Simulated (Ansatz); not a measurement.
**G0W0 on several functionals: BaH2 (Pnma)**

How much of the starting functional survives in the G0W0 gap of BaH2 (Pnma)?

Main program and level: Ansatz 0.2.0; G0W0 on several functionals, plane waves, PAW.

In doubt: masses and optical values from hybrid runs of this build are listed as unsure (step 4), which bears on the screening that GW takes from such a start.

## Step 1: The structure

It takes space group Pnma (No. 62, orthorhombic). Conventional cell: a = 6.792 Å, b = 4.168 Å, c = 7.858 Å, α = 90.00°, β = 90.00°, γ = 90.00°. Ba has 9 H at 2.50 to 3.00 Å nearest. Nearest to H lie 5 Ba at 2.68 to 3.00 Å. H has 4 Ba at 2.50 to 2.68 Å nearest. Farther neighbours are not listed.

The cell and positions come from the Crystallography Open Database and are kept as given unless a step says otherwise. Spin-orbit coupling is left out unless a step names it.

## Step 2: G0W0 on LDA

Now the one-shot GW correction: screening in the RPA, then the self-energy of the levels asked for. This step takes PAW set soft_1 files.

This step: G0W0 on LDA, plane waves, PAW; PAW set soft_1.

Contents of input.yaml:

```yaml
crystal:
  lattice:
    - [6.792, 0.0, 0.0]
    - [0.0, 4.168, 0.0]
    - [0.0, 0.0, 7.858]
  atoms:
    - { symbol: Ba, position: [0.26029, 0.25, 0.88863] }
    - { symbol: Ba, position: [0.23971, 0.75, 0.38863] }
    - { symbol: Ba, position: [0.76029, 0.25, 0.61137] }
    - { symbol: Ba, position: [0.73971, 0.75, 0.11137] }
    - { symbol: H, position: [0.043, 0.25, 0.174] }
    - { symbol: H, position: [0.457, 0.75, 0.674] }
    - { symbol: H, position: [0.543, 0.25, 0.326] }
    - { symbol: H, position: [0.957, 0.75, 0.826] }
    - { symbol: H, position: [0.646, 0.25, 0.9135] }
    - { symbol: H, position: [0.854, 0.75, 0.4135] }
    - { symbol: H, position: [0.146, 0.25, 0.5865] }
    - { symbol: H, position: [0.354, 0.75, 0.0865] }
kpoints:
  mp_grid: { grid: [2, 4, 2] }
hamiltonian:
  xc: lda
  pseudopotentials: { kind: paw, azcp: { folder: soft_1 }, xc_functional: pbe }
scf:
  occupations: { method: fixed }
gw:
  n_empty_bands: 1022
  ecut_chi: 160.0
  qp_bands: [v4, c4]
  qp_kpoints: band_edges
  screening: { model: contour_deformation }
```

Started as:

```bash
ansatz run input.yaml --threads 3 --pin off --max-ram 92160MiB --backend cuda --events-out ev --progress --plain --runs-dir out --devices 1 --max-vram 13GiB
```

Numbers of over 12 decimals in the logs are rounded to 6 here.

The log of the run:

```text
GPUs: using 1 of 1 available (devices: 1).
Engine: ansatz 0.2.0, x86_64-unknown-linux-gnu
Pseudopotentials: kind: paw
Pseudopotential: Ba, paw, valence charge 10, recommended cutoff 420 eV (normal), soft_1/Ba.paw.azcp
Pseudopotential: H, paw, valence charge 1, recommended cutoff 420 eV (normal), soft_1/H.paw.azcp
Functional definition: SPW92
  exchange = slater_x
  correlation = pw_c
device memory: the entry about to start is reckoned to put 2.2 GiB on a device that reports 57.6 GiB free (of which the cap on the GPU budget leaves the run 13.0 GiB)
GPU FFT provider: cuFFT
GPU libraries: cuBLAS 13.8.2, cuFFT 12.4.0, cuSOLVER 12.3.4
Crystal: 12 atoms, lattice volume = 222.453 Å³
Basis set: ecut = 420 eV, 4329 PW (Γ)
Bands: 36, of which v1, the nominal top of the filled ones, is band 24 counted from 1 (23 counted from 0)
Symmetry: 8 space group operations
Space group: Pnma (ITA 62), of the structure as read, at distance tolerance 6.1e-5 Å
k-points: 12 of 16
Non-local potential: Ba, projectors of the file, l = 0: 3, l = 1: 2, l = 2: 2, l = 3: 2
Non-local potential: H, projectors of the file, l = 0: 2, l = 1: 1
PAW form: soft (Blöchl's): semilocal exchange-correlation on the pseudo side does not see the compensation charge
PAW frozen core: Ba, regenerated for the run's functional, and the local potential with it (the file was generated under x = pbe(κ = 0.804, μ = 0.219515), c = pbe(β = 0.066725))
PAW one-centre angular grid: Ba, 194 points (default); XC on 64 Gauss nodes
PAW one-centre angular grid: H, 110 points (default); XC on 64 Gauss nodes
Initial density: superposition of atomic densities (chi_scale 0.1, normalization cell, long waves kept (reshape's long-wave potential 0.00 eV rms))
Initial wavefunctions: pseudopotential atomic-orbital guess
GPU buffer pool allocated for 77760 grid points (all kernels)
GPU transforms: local potential and band sums: pruned to the plane-wave sphere, on 45×27×54
Functional: x = slater, c = lda
SCF iter   1: F=—  HF=-23251.744785 eV  |F-HF|=—  |Δ(HF+E_count)|=         —  Δρ=4.17e-2  dr2=4.76e0  ethr=3.10e-3  ⟨swp⟩=4.3  Hψ=1571  notcnv=0  defer=105
preconditioner: auto → Resta (q_TF=auto, 2.113 Å⁻¹)  ε∞=2.7  [insulator: Δε(μ)=3.378 eV  Ē_g=11.921 eV  n_scr=38 (ndim 8)  ℏωp=15.7 eV  f_vac=0.000  ε∞_Penn≈2.7]
SCF iter   2: F=—  HF=-23250.397558 eV  |F-HF|=—  |Δ(HF+E_count)|=    1.35e0  Δρ=1.65e-2  dr2=8.72e-1  ethr=3.10e-3  ⟨swp⟩=2.0  Hψ=658  notcnv=0  defer=110
SCF iter   3: F=—  HF=-23250.172868 eV  |F-HF|=—  |Δ(HF+E_count)|=   2.25e-1  Δρ=3.22e-3  dr2=1.76e-2  ethr=1.82e-3  ⟨swp⟩=2.0  Hψ=485  notcnv=0  defer=114
SCF iter   4: F=—  HF=-23250.178838 eV  |F-HF|=—  |Δ(HF+E_count)|=   5.97e-3  Δρ=3.38e-4  dr2=3.23e-4  ethr=3.66e-5  ⟨swp⟩=3.0  Hψ=623  notcnv=0  defer=116
SCF iter   5: F=—  HF=-23250.178882 eV  |F-HF|=—  |Δ(HF+E_count)|=   4.37e-5  Δρ=5.86e-5  dr2=8.13e-6  ethr=6.74e-7  ⟨swp⟩=2.4  Hψ=530  notcnv=0  defer=114
SCF iter   6: F=—  HF=-23250.178887 eV  |F-HF|=—  |Δ(HF+E_count)|=   4.90e-6  Δρ=1.24e-5  dr2=3.66e-7  ethr=1.69e-8  ⟨swp⟩=2.4  Hψ=665  notcnv=0  defer=96
SCF iter   7: F=-23250.178887 eV  HF=-23250.178887 eV  |F-HF|=7.06e-10  |Δ(HF+E_count)|=   1.55e-7  Δρ=1.56e-6  dr2=6.61e-9  ethr=2.08e-10  ⟨swp⟩=12.8  Hψ=2426  notcnv=0
SCF 1 converged in 7 iterations: F = -23250.178887 eV  dr2 = 6.61e-9
  greatest PAW one-centre occupation: 0.957 electrons in one spin orbital (limit 2), on the Ba atom at site 3 (counted from 0), in its partial waves of l = 0
device memory: the entry about to start is reckoned to put 2.9 GiB (of the 3.0 GiB reckoned in all, the device holds 0.1 GiB already) on a device that reports 57.1 GiB free (of which the cap on the GPU budget leaves the run 13.0 GiB)
NSCF: frozen V_eff on 12 k-points
the band table was solved once the SCF had ended and its energy, with any forces and stress, was formed, with the checks that follow a solve (1837 applications of the Hamiltonian). They found nothing against the state; the energy, forces and stress were not computed again (output.eigenvalues in the input reference)
device memory: the entry about to start is reckoned to put 8.9 GiB on a device that reports 57.8 GiB free (of which the cap on the GPU budget leaves the run 13.0 GiB)
NSCF: frozen V_eff on 12 k-points
G₀W₀ screening: q 1/12
[... further progress lines ...]
SCF converged after 7 iterations
Free energy (F): -23250.178887 eV
Harris-Foulkes:  -23250.178887 eV  (|F-HF|=7.06e-10)
Internal energy: -23250.178887 eV  (E = F + TS)
E sigma→0 (E₀):  -23250.178887 eV
Fermi energy:    4.506944 eV
--- Per-component energies (eV) ---
  E_band       = -276.076482
  E_kinetic    = 735.336655
  E_local      = -1393.307831  (includes V_loc(G=0)·N_el)
  E_nonlocal   = 388.451654
  E_hartree    = 389.079781
  E_xc         = -853.758903
  E_vxc        = -602.409522  (∫ρ·V_xc dr)
  E_paw        = -20113.443017  (= ΣΔE_a)
  E_vpaw       = -182.300129  (= ΣTr[D̂ρ^β])
  E_aug_tail   = -0.006781  (compensation charges beyond the density's cutoff)
  E_ewald      = -2403.660525
  E_core_change = 1.130079  (= ΣΔE_core)
  E_smearing   = -0.000000  (= −TS)
  E_closure    = 0.000000  (closes the sum)
  Σ components = -23250.178887   (vs F -23250.178887, Δ=0.00e0)
--- Band table (eV; the first three rows and the last of 12) ---
  k-point 0: bands = [... 20 lower, 3.7972, 3.9656, 4.3920, 4.5069, 7.8851, 8.1888, 8.4710, 8.8049, ... 8 higher]
  k-point 1: bands = [... 20 lower, 4.0287, 4.0287, 4.2791, 4.2791, 7.6680, 7.6680, 8.0635, 8.0635, ... 8 higher]
  k-point 2: bands = [... 20 lower, 3.7374, 3.9718, 4.0025, 4.0893, 7.6386, 7.8007, 8.3946, 8.6940, ... 8 higher]
  k-point 11: bands = [... 20 lower, 3.9546, 3.9546, 3.9546, 3.9546, 7.8340, 7.8340, 7.8340, 7.8340, ... 8 higher]
--- G₀W₀: contour deformation, 6 samples at zero and on the imaginary axis and 1 off it, 16 q-points, 1022 empty bands' worth ---
  eigenvalues of the whole cell's RPA ε∞ on this k-mesh (on a slab, of 1 + 4πα/V) = 3.9871, 4.3217, 4.4394; static W/v taken at q = 0 is 0.234576
  bands read: the sum over 1046 bands ends inside a degenerate multiplet in 2 slots, whose members it reads at an even weight; the widest, k=10: bands 1045 to 1048 (counted from 1) at 2/4 each
  gw.qp_kpoints: band_edges: 12 of 12 stored k-points solved, in 1 pass; an edge of the gap read off the rows below is read off those points alone
    ik  band        ε_KS         Σx   Σc(E_QP)       V_xc       Z   E_QP_lin       E_QP  E_QP is
     0    21      3.7972   -13.7507     2.1081   -10.5562  0.7372     2.6825     2.7108  root
     0    22      3.9656   -15.1589     2.1306   -11.9113  0.7485     2.8213     2.8486  root
     0    23      4.3920   -14.8043     2.0853   -11.5716  0.7472     3.2171     3.2446  root
     0    24      4.5069   -14.1809     1.8471   -11.2438  0.7500     3.3939     3.4169  root
     0    25      7.8851    -5.4129    -4.0851   -10.2505  0.7913     8.6473     8.6376  root
     0    26      8.1888    -5.6645    -4.0262   -10.3961  0.7891     8.9030     8.8942  root
     0    27      8.4710    -5.4713    -4.3639   -10.6433  0.7827     9.2926     9.2791  root
     0    28      8.8049    -5.5847    -4.3181   -10.7257  0.7848     9.6413     9.6277  root
     1    21      4.0287   -13.8194     2.0415   -10.6806  0.7404     2.9041     2.9314  root
     1    22      4.0287   -13.8194     2.0415   -10.6806  0.7404     2.9041     2.9314  root
     1    23      4.2791   -14.4018     1.9633   -11.3405  0.7490     3.1562     3.1811  root
     1    24      4.2791   -14.4018     1.9633   -11.3405  0.7490     3.1562     3.1811  root
     1    25      7.6680    -5.2570    -4.0203    -9.9947  0.7921     8.3938     8.3852  root
     1    26      7.6680    -5.2570    -4.0203    -9.9947  0.7921     8.3938     8.3852  root
     1    27      8.0635    -5.3207    -4.1305   -10.2157  0.7912     8.8384     8.8281  root
     1    28      8.0635    -5.3207    -4.1305   -10.2157  0.7912     8.8384     8.8281  root
     2    21      3.7374   -14.8347     2.1939   -11.5413  0.7441     2.6095     2.6380  root
     2    22      3.9718   -14.2885     2.0561   -11.1341  0.7448     2.8466     2.8735  root
     2    23      4.0025   -14.5153     2.1340   -11.2617  0.7438     2.8544     2.8828  root
     2    24      4.0893   -14.0654     2.0237   -10.9422  0.7440     2.9632     2.9898  root
     2    25      7.6386    -5.2457    -3.9067    -9.8455  0.7962     8.3390     8.3316  root
     2    26      7.8007    -5.0792    -4.0337    -9.8202  0.7918     8.5167     8.5080  root
     2    27      8.3946    -5.4560    -4.2470   -10.4652  0.7834     9.1685     9.1567  root
     2    28      8.6940    -5.2029    -4.3318   -10.3264  0.7819     9.4992     9.4857  root
[...]
11    21      3.9546   -14.7789     2.1440   -11.5147  0.7451     2.8061     2.8344  root
    11    22      3.9546   -14.7789     2.1440   -11.5147  0.7451     2.8061     2.8344  root
    11    23      3.9546   -14.7789     2.1440   -11.5147  0.7451     2.8061     2.8344  root
    11    24      3.9546   -14.7789     2.1440   -11.5147  0.7451     2.8061     2.8344  root
    11    25      7.8340    -5.3270    -3.9787    -9.9903  0.7905     8.5267     8.5186  root
    11    26      7.8340    -5.3270    -3.9787    -9.9903  0.7905     8.5267     8.5186  root
    11    27      7.8340    -5.3270    -3.9787    -9.9903  0.7905     8.5267     8.5186  root
    11    28      7.8340    -5.3270    -3.9787    -9.9903  0.7905     8.5267     8.5186  root
```

It took 51 s on 1 × NVIDIA H100 80GB HBM3 (shared by 6 runs) with 3 threads of AMD EPYC 7R13 (Zen 3), shared host; peak memory 3.8 GiB; 86 s of CPU time.

The column dr2 measures how far the density is from self-consistency, as an energy; F and HF (Harris–Foulkes) agree once it is small.

This step gave:

| Quantity | Value |
| --- | --- |
| bands summed | 1046 |
| RPA ε∞ on this mesh (eigenvalues) | 3.987, 4.322, 4.439 |
| plane waves in the screening matrix | 1019 |
| q-points in the mesh | 16 |
| G0W0 gap on the mesh | 4.579 eV |
| k of the valence top | 0, 0, 0 |
| k of the conduction bottom | -0.5, 0.25, 0 |
| starting gap on the mesh | 2.797 eV |
| Z at the valence top | 0.7500 |
| Z at the conduction bottom | 0.7959 |
| least direct G0W0 gap on the computed points | 5.043 eV |

The gap on the mesh goes from 2.80 eV to 4.58 eV, a correction of +1.78 eV. Between the two edge states, bare exchange in place of the xc potential would open the gap by 7.55 eV, and correlation takes back 5.77 eV.

## Step 3: G0W0 on r2SCAN

One-shot GW remembers its start. Another functional's orbitals and levels show by how much.

This step: G0W0 on r2SCAN, plane waves, PAW; PAW set soft_1.

Edit input.yaml of step 2 so:

```diff
@@ -21,4 +21,4 @@
 hamiltonian:
-  xc: lda
-  pseudopotentials: { kind: paw, azcp: { folder: soft_1 }, xc_functional: pbe }
+  xc: r2scan
+  pseudopotentials: { kind: paw, azcp: { folder: soft_1 } }
 scf:
```

The log of the run:

```text
GPUs: using 1 of 1 available (devices: 1).
[...]
GPU FFT provider: cuFFT
GPU libraries: cuBLAS 13.8.2, cuFFT 12.4.0, cuSOLVER 12.3.4
Crystal: 12 atoms, lattice volume = 222.453 Å³
Basis set: ecut = 500 eV, 5687 PW (Γ), exchange–correlation on 200×128×240 points (64 copies of the dense FFT grid, shifted against one another)
Bands: 36, of which v1, the nominal top of the filled ones, is band 24 counted from 1 (23 counted from 0)
[... 1 set-up line as in the run before ...]
[...]
k-points: 12 of 16
[...]
GPU buffer pool allocated for 96000 grid points (all kernels)
[...]
SCF iter   1: F=—  HF=-23994.143468 eV  |F-HF|=—  |Δ(HF+E_count)|=         —  Δρ=4.97e-2  dr2=6.45e0  dr2_τ=3.78e-2  ethr=3.10e-3  ⟨swp⟩=4.4  Hψ=1592  notcnv=0  defer=102
[...]
SCF iter   7: F=-23993.464567 eV  HF=-23993.464567 eV  |F-HF|=1.96e-8  |Δ(HF+E_count)|=   8.47e-7  Δρ=3.34e-6  dr2=2.78e-8  dr2_τ=6.87e-10  ethr=2.08e-10  ⟨swp⟩=13.6  Hψ=2710  notcnv=0
SCF 1 converged in 7 iterations: F = -23993.464567 eV  dr2 = 2.78e-8
[...]
NSCF: frozen V_eff on 12 k-points
[...]
G₀W₀ screening: q 1/12
[... further progress lines ...]
SCF converged after 7 iterations
Free energy (F): -23993.464567 eV
[...]
Internal energy: -23993.464567 eV  (E = F + TS)
E sigma→0 (E₀):  -23993.464567 eV
Fermi energy:    4.429294 eV
[...]
--- Band table (eV; the first three rows and the last of 12) ---
  k-point 0: bands = [... 20 lower, 3.7471, 3.9003, 4.3127, 4.4293, 8.5198, 8.8403, 9.1068, 9.4446, ... 8 higher]
  k-point 1: bands = [... 20 lower, 3.9683, 3.9683, 4.2220, 4.2220, 8.2927, 8.2927, 8.7378, 8.7378, ... 8 higher]
  k-point 2: bands = [... 20 lower, 3.7114, 3.9128, 3.9408, 4.0204, 8.2742, 8.4341, 9.0404, 9.3526, ... 8 higher]
  k-point 11: bands = [... 20 lower, 3.8881, 3.8881, 3.8881, 3.8881, 8.4756, 8.4756, 8.4756, 8.4756, ... 8 higher]
[...]
0    21      3.7471   -14.1680     2.0933   -10.9898  0.7593     2.6393     2.6621  root
     0    22      3.9003   -15.5368     2.1113   -12.2957  0.7696     2.7481     2.7705  root
     0    23      4.3127   -15.1340     2.0533   -11.9615  0.7678     3.1722     3.1936  root
     0    24      4.4293   -14.6343     1.8764   -11.7011  0.7701     3.3546     3.3725  root
     0    25      8.5198    -5.4098    -3.8158    -9.7093  0.8119     9.0066     9.0035  root
     0    26      8.8403    -5.5365    -3.7781    -9.7480  0.8102     9.2763     9.2737  root
     0    27      9.1068    -5.5354    -4.0430   -10.1107  0.8045     9.6435     9.6391  root
     0    28      9.4446    -5.6464    -4.0058   -10.2136  0.8064    10.0107    10.0060  root
[...]
11    25      8.4756    -5.2123    -3.7304    -9.3598  0.8116     8.8951     8.8928  root
    11    26      8.4756    -5.2123    -3.7304    -9.3598  0.8116     8.8951     8.8928  root
    11    27      8.4756    -5.2123    -3.7304    -9.3598  0.8116     8.8951     8.8928  root
    11    28      8.4756    -5.2123    -3.7304    -9.3598  0.8116     8.8951     8.8928  root
```

Wall time 89 s (1 × NVIDIA H100 80GB HBM3 (shared by 6 runs) with 3 threads); peak memory 4.3 GiB.

Numbers from this step:

| Property | Result |
| --- | --- |
| bands summed | 1046 |
| RPA ε∞ on this mesh (eigenvalues) | 3.366, 3.554, 3.672 |
| plane waves in the screening matrix | 1019 |
| q-points in the mesh | 16 |
| G0W0 gap on the mesh | 4.993 eV |
| k of the valence top | 0, 0, 0 |
| k of the conduction bottom | -0.5, 0.25, 0 |
| starting gap on the mesh | 3.517 eV |
| Z at the valence top | 0.7701 |
| Z at the conduction bottom | 0.8160 |
| least direct G0W0 gap on the computed points | 5.480 eV |

Against the run with 2×4×2 mesh, 1022 empty bands, screening to 160 eV, PAW set soft_1 files on LDA, the gap moves by +0.41 eV, while the start moved by +0.72 eV.

## Step 4: G0W0 on HSE06

This step: G0W0 on HSE06, plane waves, PAW; PAW set soft_1.

Edit input.yaml of step 3 so:

```diff
@@ -21,3 +21,3 @@
 hamiltonian:
-  xc: r2scan
+  xc: hse06
   pseudopotentials: { kind: paw, azcp: { folder: soft_1 } }
```

The log of the run:

```text
GPUs: using 1 of 1 available (devices: 1).
[...]
davidson cushion auto → on  (no smearing: the cushion is to keep the highest requested band from converging to the state above it; pin scf.eigensolver.cushion to override)
[...]
GPU FFT provider: cuFFT
GPU libraries: cuBLAS 13.8.2, cuFFT 12.4.0, cuSOLVER 12.3.4
Crystal: 12 atoms, lattice volume = 222.453 Å³
Basis set: ecut = 420 eV, 4329 PW (Γ)
[...]
0    27      9.3175    -5.3160    -3.9241    -9.6426  0.8189     9.7220     9.7200  root
     0    28      9.6411    -5.4562    -3.8970    -9.7972  0.8205    10.0874    10.0850  root
[...]
11    25      8.6043    -5.0270    -3.6419    -9.0090  0.8255     8.9456     8.9443  root
    11    26      8.6043    -5.0270    -3.6419    -9.0090  0.8255     8.9456     8.9443  root
    11    27      8.6043    -5.0270    -3.6419    -9.0090  0.8255     8.9456     8.9443  root
    11    28      8.6043    -5.0270    -3.6419    -9.0090  0.8255     8.9456     8.9443  root
[key lines of the parts left out:]
Free energy (F): -23951.969407 eV
Fermi energy:    4.019095 eV
```

The job ended after 2.8 min (1 × NVIDIA H100 80GB HBM3 (shared by 6 runs) with 3 threads; peak memory 4 GiB; 3.2 min of CPU time).

Numbers from this step:

```
bands summed                                 : 1046
RPA ε∞ on this mesh (eigenvalues)            : 3.166, 3.305, 3.412
plane waves in the screening matrix          : 1019
G0W0 gap on the mesh                         : 5.258 eV
k of the valence top                         : 0, 0, 0
k of the conduction bottom                   : -0.5, 0.25, 0
starting gap on the mesh                     : 4.052 eV
least direct G0W0 gap on the computed points : 5.755 eV
```

Against the run with 2×4×2 mesh, 1022 empty bands, screening to 160 eV, PAW set soft_1 files on r2SCAN, the gap moves by +0.27 eV, while the start moved by +0.53 eV.

## Step 5: Side by side

All on the 2×4×2 mesh with 1022 empty bands and screening to 160 eV. Times are wall times on 1 × NVIDIA H100 80GB HBM3 (shared by 6 runs) with 3 threads of AMD EPYC 7R13 (Zen 3), shared host, good to a factor of about two.

```
 start  starting gap (eV)  shift (eV)  G0W0 gap (eV)  RPA ε∞ (harmonic mean)  Z (valence, conduction)     time
   LDA               2.80       +1.78           4.58                    4.24               0.75, 0.80     51 s
r2SCAN               3.52       +1.48           4.99                    3.53               0.77, 0.82     89 s
 HSE06               4.05       +1.21           5.26                    3.29               0.79, 0.83  2.8 min
```

The parts of the quasiparticle energy at the two band edges (eV; QP = start + Σx + Σc − Vxc):

```
   run               edge  start      Σx     Σc     Vxc     Z    QP
   LDA        valence top   4.51  -14.18   1.85  -11.24  0.75  3.42
   LDA  conduction bottom   7.30   -5.04  -3.92   -9.65  0.80  8.00
r2SCAN        valence top   4.43  -14.63   1.88  -11.70  0.77  3.37
r2SCAN  conduction bottom   7.95   -4.97  -3.68   -9.07  0.82  8.37
 HSE06        valence top   4.02  -14.57   1.70  -12.00  0.79  3.15
 HSE06  conduction bottom   8.07   -4.81  -3.59   -8.74  0.83  8.41
```

For a hybrid start, Vxc holds its share of exact exchange.

## Step 6: Results

| Item | Value |
| --- | --- |
| G0W0@LDA | 4.58 eV (start 2.80 eV) |
| G0W0@r2SCAN | 4.99 eV (start 3.52 eV) |
| G0W0@HSE06 | 5.26 eV (start 4.05 eV) |
| known limits | not at the basis limit; no spin-orbit coupling; coarse k mesh |

**Reading.** The starting gaps span 1.25 eV and the G0W0 gaps 0.68 eV. Between LDA and HSE06, 0.68 eV of the 1.25 eV survives, 54 %. HSE06 screens less than LDA (ε∞ 3.29 against 4.24). Of the 0.68 eV by which its G0W0 gap is higher, the correlation part gives +0.47 eV, and exchange with the one-particle terms, which follow the orbitals, +0.21 eV. The smallest correction, +1.21 eV, is on HSE06, the start nearest to reproducing itself. Bands and cutoff are finite, so the gap is not at the basis limit. The miss can reach some tenths of an eV and take either sign; the mesh is an error of its own. The 2×4×2 mesh is coarse for this cell (its supercell is 14 Å along the shortest edge). The RPA ε∞ on it, from the LDA start, is 3.99, 4.32 and 4.44; such meshes misread the long-range screening, most where the gap is narrow. The many-body steps are scalar-relativistic: spin-orbit coupling is not in them.

[Paths, hosts, dates, memory and timing lines, banners, echoed tables and standing remarks are left out of the program output.]

[Logs are printed without paths, hosts, clocks, repeated set-up lines and the standing remarks that a program may print on its own settings, such as how far it seeks lower states.]

[Runs of the session that timed out or met a known fault of the program may be left out.]

[Cells called generated may have been cut or substituted from an entry of the Crystallography Open Database or the Materials Project.]

[Hosts, paths, dates, database ids (printed as entryN), source tags and the programs' standing remarks are cut or masked in the printed files.]
